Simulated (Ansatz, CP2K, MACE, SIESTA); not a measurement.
# Scaling test on Li+ TFSI- in sulfolane and ethyl methyl carbonate and propylene carbonate at 330 K

Single points at Γ on cells of 89, 178, 356, 712 and 1424 atoms, calculated with CP2K 2026.2, SIESTA 5.4.2 and MACE MP-0b2 small.

Smallest cell: 2 sulfolane, 2 ethyl methyl carbonate, 1 propylene carbonate, 1 Li+, 1 TFSI- placed at random, at 1.34 g/cm³; overlaps pushed apart, then 10 ps at 550 K with Joung-Cheatham ions (J. Phys. Chem. B 112, 9020 (2008)); MMFF94 bonds, angles, torsions, charges and radii (Halgren, J. Comput. Chem. 17, 490 (1996)) in harmonic and 12-6 forms; charges of ions scaled by 0.8. Snapshot after 30 ps at 330 K and fixed volume. Then every atom was moved at random, 0.03 Å r.m.s. a Cartesian component (hydrogen 0.6 of that).

Largest cell: 2 sulfolane, 2 ethyl methyl carbonate, 1 propylene carbonate, 1 Li+, 1 TFSI- placed at random, at 1.34 g/cm³; overlaps pushed apart, then 10 ps at 550 K with Joung-Cheatham ions (J. Phys. Chem. B 112, 9020 (2008)); MMFF94 bonds, angles, torsions, charges and radii (Halgren, J. Comput. Chem. 17, 490 (1996)) in harmonic and 12-6 forms; charges of ions scaled by 0.8. Snapshot after 30 ps at 330 K and fixed volume. The cell was repeated 4 x 2 x 2. Then every atom was moved at random, 0.03 Å r.m.s. a Cartesian component (hydrogen 0.6 of that).

The programs:
- CP2K: Gaussian basis with GTH pseudopotentials and a plane-wave density; labels give functional, basis (MOLOPT sets; SR short-range, UZH the newer set with its own potentials), grid cutoff/relative cutoff and solver (OT: orbital transformation; TRS4, TC2, SIGN: linear-scaling purification with its sparsity filter), or its built-in tight binding.
- SIESTA: numerical atomic orbitals, whose automatically made sets are far from complete, with PseudoDojo norm-conserving potentials that we converted to its format (checked against plane waves on the same files for H, C, O, Si, Ge and Ca alone); labels give functional, basis size, energy shift and mesh cutoff.
- MACE: machine-learned potential, published weights.

**Question.** How do CPU time and memory go with size for each method: CP2K PBE, SZV-MOLOPT-SR, 600/40 Ry, OT DIIS; CP2K PBE, SZV-MOLOPT-SR, 600/40 Ry, SIGN filter 1e-06, SCF 1e-06; CP2K PBE, DZVP-MOLOPT-SR, 600/40 Ry, OT DIIS; SIESTA PBE, SZ, shift 0.02 Ry, mesh 350 Ry; SIESTA PBE, DZP, shift 0.01 Ry, mesh 350 Ry; MACE MP-0b2 small potential?

CPU time (Arm Neoverse N1, shared host; 4 to 4 cores a run):

```csv
method,89 atoms,178 atoms,356 atoms,712 atoms,1424 atoms
"CP2K PBE, SZV-MOLOPT-SR, 600/40 Ry, OT DIIS",5.4 min,12 min,-,-,-
"CP2K PBE, SZV-MOLOPT-SR, 600/40 Ry, SIGN filter 1e-06, SCF 1e-06",2.6 min,11 min,-,-,-
"CP2K PBE, DZVP-MOLOPT-SR, 600/40 Ry, OT DIIS",9.3 min,19 min,-,-,-
"SIESTA PBE, SZ, shift 0.02 Ry, mesh 350 Ry",82 s,2.7 min,5.4 min,12 min,35 min
"SIESTA PBE, DZP, shift 0.01 Ry, mesh 350 Ry",4.7 min,9.7 min,25 min,-,-
MACE MP-0b2 small potential,13 s,15 s,16 s,20 s,29 s
```

Peak memory (GiB):

```csv
method,89 atoms,178 atoms,356 atoms,712 atoms,1424 atoms
"CP2K PBE, SZV-MOLOPT-SR, 600/40 Ry, OT DIIS",2.2,3.5,-,-,-
"CP2K PBE, SZV-MOLOPT-SR, 600/40 Ry, SIGN filter 1e-06, SCF 1e-06",2.2,3.5,-,-,-
"CP2K PBE, DZVP-MOLOPT-SR, 600/40 Ry, OT DIIS",2.3,3.8,-,-,-
"SIESTA PBE, SZ, shift 0.02 Ry, mesh 350 Ry",1.0,1.4,2.0,3.2,5.5
"SIESTA PBE, DZP, shift 0.01 Ry, mesh 350 Ry",1.7,2.4,4.1,-,-
MACE MP-0b2 small potential,0.66,0.82,1.0,1.6,2.6
```

CPU time is summed over cores on a shared host, where runs went side by side, so it is rough. Symmetry, cutoffs, thresholds, outputs and thread counts weren't matched or tuned between programs; memory under MPI is the largest rank's times the ranks.

A dash marks a run that wasn't made or didn't finish.

Each size is a configuration of its own, and Γ sampling tightens with size.

[Logs are printed without paths, hosts, clocks, repeated set-up lines and the standing remarks that a program may print on its own settings, such as how far it seeks lower states.]

[Hosts, paths, dates, database ids (printed as entryN), source tags and the programs' standing remarks are cut or masked in the printed files.]

[The MMFF94 radii named for the starting cell were scaled by 0.96; in molecules described by MMFF94, hydrogen bound to N, O or S took a small fixed 12-6 site in their place.]
